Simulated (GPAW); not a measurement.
# Near-edge structure at the Zn K edge of KZnF3 (Pm-3m), part 2 of 2

Aim: the near-edge shape at the Zn K edge of KZnF3 (Pm-3m), and what the core hole does to it.

GPAW 26.7.0; X-ray absorption from dipole matrix elements to empty bands, plane-wave PAW RPBE.

So far. Step 5 (Spectrum with FCH, Zn atom 1): The hole costs E(hole) − E(ground) = 9687.81 eV, and the lowest empty level of the hole cell on the spectrum's mesh lies at 5.06 eV, which puts the zero at 9692.87 eV. One term is added: -30.96 eV, since the hole is spin-paired here and a spin-polarised one costs that much less in the free atom (computed apart). The photon energy is then 9661.91 eV. The tabulated edge of the element is 9659 eV.

## Step 7: Reference energy of the supercell

The cell and mesh change for the next run, so it gets a reference energy of its own.

scf.py reads:

```python
import numpy as np
from ase import Atoms
from ase.parallel import parprint, paropen
from gpaw import GPAW, PW, FermiDirac, Mixer, MixerDif, setup_paths
from gpaw.test import gen
setup_paths.insert(0, '.')
gen('Zn', name='nch1s', xcname='RPBE', corehole=(1, 0, 0), write_xml=True)
from gpaw.mpi import world
world.barrier()

atoms = Atoms('Zn2K2F6',
    cell=[[4.05, 0, 4.05],
     [0, 4.05, 4.05],
     [-4.05, 0, 4.05]],
    scaled_positions=[[0.25, 0.5, 0.75],
     [0.75, 0.5, 0.25],
     [0, 0, 0],
     [0.5, 0, 0.5],
     [0.5, 0, 0],
     [0, 0, 0.5],
     [0, 0.5, 0],
     [0.5, 0.5, 0.5],
     [0, 0.5, 0.5],
     [0.5, 0.5, 0]],
    pbc=True)
atoms.calc = calc = GPAW(legacy_gpaw=True, mode=PW(500), xc='RPBE', setups={0: 'nch1s'},
    kpts={'size': (5, 5, 5), 'gamma': True}, occupations=FermiDirac(0.02),
    charge=0, mixer=Mixer(0.1, 5, 50), maxiter=150,
    convergence={'density': 0.0001}, txt='scf.txt')
energy = atoms.get_potential_energy() + calc.get_reference_energy()
ef = calc.get_fermi_level()
out = dict(energy=energy, fermi=ef, forces=atoms.get_forces().tolist())
parprint(f'all-electron energy {energy:.4f} eV, Fermi level {ef:.4f} eV')
ev = np.array([[calc.get_eigenvalues(k, s) for k in range(len(calc.get_ibz_k_points()))] for s in range(calc.get_number_of_spins())])
out['homo'], out['lumo'], out['counts'] = ev[ev < ef].max(), ev[ev > ef].min(), sorted(set((ev < ef).sum((0, 2)).tolist()))
out['filled'] = (ev[:, 0] < ef).sum(1).tolist()
import json
with paropen('out.json', 'w') as f:
    json.dump(out, f)
```

Command:

```
OMP_NUM_THREADS=1 mpirun -n 4 gpaw python scf.py
```

Elapsed: 24 s, on 4 MPI ranks of Arm Neoverse V2, shared host; peak memory 0.22 GiB.

Reference energy: -146843.235 eV with the cores included.

## Step 8: Spectrum with FCH, Zn atom 1

A smaller cell brings the holes closer; here they are 5.7 Å apart.

Changed against the first core-hole run: supercell atoms from 20 to 10; the field's mesh follows (3×3×3 to 5×5×5).

xas.py reads:

```python
import numpy as np
from ase import Atoms
from ase.parallel import parprint, paropen
from gpaw import GPAW, PW, FermiDirac, Mixer, MixerDif, setup_paths
from gpaw.test import gen
setup_paths.insert(0, '.')
gen('Zn', name='fch1s', xcname='RPBE', corehole=(1, 0, 1), write_xml=True)
from gpaw.mpi import world
world.barrier()

atoms = Atoms('Zn2K2F6',
    cell=[[4.05, 0, 4.05],
     [0, 4.05, 4.05],
     [-4.05, 0, 4.05]],
    scaled_positions=[[0.25, 0.5, 0.75],
     [0.75, 0.5, 0.25],
     [0, 0, 0],
     [0.5, 0, 0.5],
     [0.5, 0, 0],
     [0, 0, 0.5],
     [0, 0.5, 0],
     [0.5, 0.5, 0.5],
     [0, 0.5, 0.5],
     [0.5, 0.5, 0]],
    pbc=True)
atoms.calc = calc = GPAW(legacy_gpaw=True, mode=PW(500), xc='RPBE', setups={0: 'fch1s'},
    kpts={'size': (5, 5, 5), 'gamma': True}, occupations=FermiDirac(0.02),
    charge=0, mixer=Mixer(0.1, 5, 50), maxiter=150,
    convergence={'density': 0.0001}, txt='scf.txt')
energy = atoms.get_potential_energy() + calc.get_reference_energy()
ef = calc.get_fermi_level()
out = dict(energy=energy, fermi=ef, forces=atoms.get_forces().tolist())
parprint(f'all-electron energy {energy:.4f} eV, Fermi level {ef:.4f} eV')
ev = np.array([[calc.get_eigenvalues(k, s) for k in range(len(calc.get_ibz_k_points()))] for s in range(calc.get_number_of_spins())])
out['homo'], out['lumo'], out['counts'] = ev[ev < ef].max(), ev[ev > ef].min(), sorted(set((ev < ef).sum((0, 2)).tolist()))
out['filled'] = (ev[:, 0] < ef).sum(1).tolist()

from ase.units import Ha
from gpaw.xas import dipole_matrix_elements
nb = int(calc.get_number_of_electrons() / 2) + 82
top, nb = nb, nb + 8 + nb // 12
nscf = calc.fixed_density(kpts={'size': (5, 5, 5), 'gamma': True}, nbands=nb,
    convergence={'bands': top, 'eigenstates': 1e-5}, maxiter=60, txt='nscf.txt')
cell = atoms.cell.array
ops = [cell.T @ U.T @ np.linalg.inv(cell.T) for U in nscf.wfs.kd.symmetry.op_scc]
filled = [42]  # bands filled in the ground state, by spin
E = np.arange(-6, 34, 0.1)
fwhm = np.interp(E, [4, 25], [1.67, 3.5])
Y, X, zero, highest = 0, 0, 1e9, 1e9
for spin in range(nscf.get_number_of_spins()):
    wfs = nscf.wfs
    A = dipole_matrix_elements(wfs.setups[0])
    eps = np.zeros((wfs.kd.nibzkpts, nb))
    d = np.zeros((3, A.shape[1], wfs.kd.nibzkpts, nb), complex)
    for kpt in wfs.kpt_u:
        if kpt.s == spin and 0 in kpt.P_ani:
            eps[kpt.k] = kpt.eps_n * Ha
            d[:, :, kpt.k] = (kpt.weight * wfs.nspins / 2) ** 0.5 * np.inner(A, kpt.P_ani[0])
    world.sum(eps)
    world.sum(d)
    T = np.einsum('amkn,bmkn->abkn', d, d.conj()).real
    T = sum(np.einsum('ai,ijkn,bj->abkn', R, T, R) for R in ops) / len(ops)
    empty = np.ones_like(eps, bool) & (np.arange(nb) >= filled[spin])
    zero, highest = min(zero, eps[empty].min()), min(highest, eps[:, top - 1].min())
    lines = [(eps, T, empty)] if spin == 0 else lines + [(eps, T, empty)]
for eps, T, empty in lines:
    f = np.einsum('aakn->akn', T).reshape(3, -1)
    x = eps.ravel() - zero
    w = np.interp(x, E, fwhm) / 2.35482
    g = np.exp(-0.5 * ((E[:, None] - x) / w) ** 2) / (w * (2 * np.pi) ** 0.5)
    Y = Y + (f * empty.ravel()) @ g.T
    X = X + (f * ~empty.ravel()) @ g.T
out.update(E=E.round(2).tolist(), xas=Y.tolist(), xes=X.tolist(), zero=zero, valid=highest - zero, nk=len(eps), nb=nb)
for i in range(0, len(E), 10):
    parprint(f'{E[i]:7.2f}', *(f'{v:10.3e}' for v in Y[:, i]))
import json
with paropen('out.json', 'w') as f:
    json.dump(out, f)
```

Command:

```
OMP_NUM_THREADS=1 mpirun -n 4 gpaw python xas.py
```

Wall time 53 s (4 MPI ranks); peak memory 0.25 GiB.

The run ended with an error.

The program stopped, so this step gives no result.

## Step 9: What the core hole does

Both curves are counted from their own zero, so only the shift of weight within the empty states shows.

```csv
E (eV),no hole,FCH
-2.0,0.00,0.00
-1.0,0.00,0.00
0.0,0.01,0.00
1.0,0.03,0.00
2.0,0.07,0.05
3.0,0.16,0.26
4.0,0.28,0.65
5.0,0.57,1.59
6.0,0.71,2.20
7.0,0.60,1.62
8.0,0.81,1.72
9.0,1.70,2.44
10.0,2.76,2.49
11.0,3.12,1.62
12.0,2.33,0.94
13.0,1.41,0.67
14.0,0.82,0.49
15.0,0.48,0.32
16.0,0.51,0.28
17.0,0.85,0.47
18.0,1.13,0.77
19.0,1.10,0.89
20.0,0.87,0.79
21.0,0.74,0.64
22.0,0.85,0.61
23.0,1.07,0.72
24.0,1.16,0.84
25.0,1.03,0.82
26.0,0.83,0.67
27.0,0.65,0.50
28.0,0.50,0.38
29.0,0.42,0.34
30.0,0.43,0.34
31.0,0.53,0.38
32.0,0.65,0.44
```

With each curve scaled to its own mean, the area from −2 to 6 eV with the hole is 3.7 against 1.5, and the centre of weight from −1 to 20 eV moves by -1.9 eV: the hole pulls the absorber's empty states down.

## Step 10: Summary of results

```yaml
absorber_and_edge: Zn K, atom 1 of the ground-state input (counted from 1)
surroundings: 6 F at 2.02 Å (octahedral, site symmetry m-3m)
highest_intensity_below_24_ev: 9.6 eV above the zero, height 2.61
photon_energy_of_the_zero_with_the_added_terms: 9661.9 eV (raw 9692.9 eV; uncertain by a few eV)
```

In words: The Zn K edge of atom 1, with 6 F at 2.02 Å (octahedral, site symmetry m-3m), has its highest intensity of the first 24 eV at 9.6 eV above the zero, near 9672 eV in photon energy (uncertain by a few eV), 2.6 times the mean level of the first 20 eV (Gaussian full width 1.67 eV up to 4 eV, rising linearly to 3.5 eV at 25 eV). With each curve scaled to its own mean, the area from −2 to 6 eV with the hole is 3.7 against 1.5, and the centre of weight from −1 to 20 eV moves by -1.9 eV: the hole pulls the absorber's empty states down. Changing the core hole from full to half alters the shape by 29 % r.m.s., so the choice matters here. The script folds with a Gaussian, whereas the core hole's own line is a Lorentzian, so the onset is too steep and the first peak too high. The structure is a published determination, not relaxed.

[Logs are printed without paths, hosts, clocks, repeated set-up lines and the standing remarks that a program may print on its own settings, such as how far it seeks lower states.]

[Hosts, paths, dates, database ids (printed as entryN), source tags and the programs' standing remarks are cut or masked in the printed files.]

[Lists of maxima count a maximum above −3 eV only where it reaches 4 % of the highest in the window and stands out from its surroundings by 2 % of it (1.5 % where it reaches 55 %); shoulders and weaker maxima are passed over, and of the rest the first, up to two pre-edge ones and the few strongest are named.]
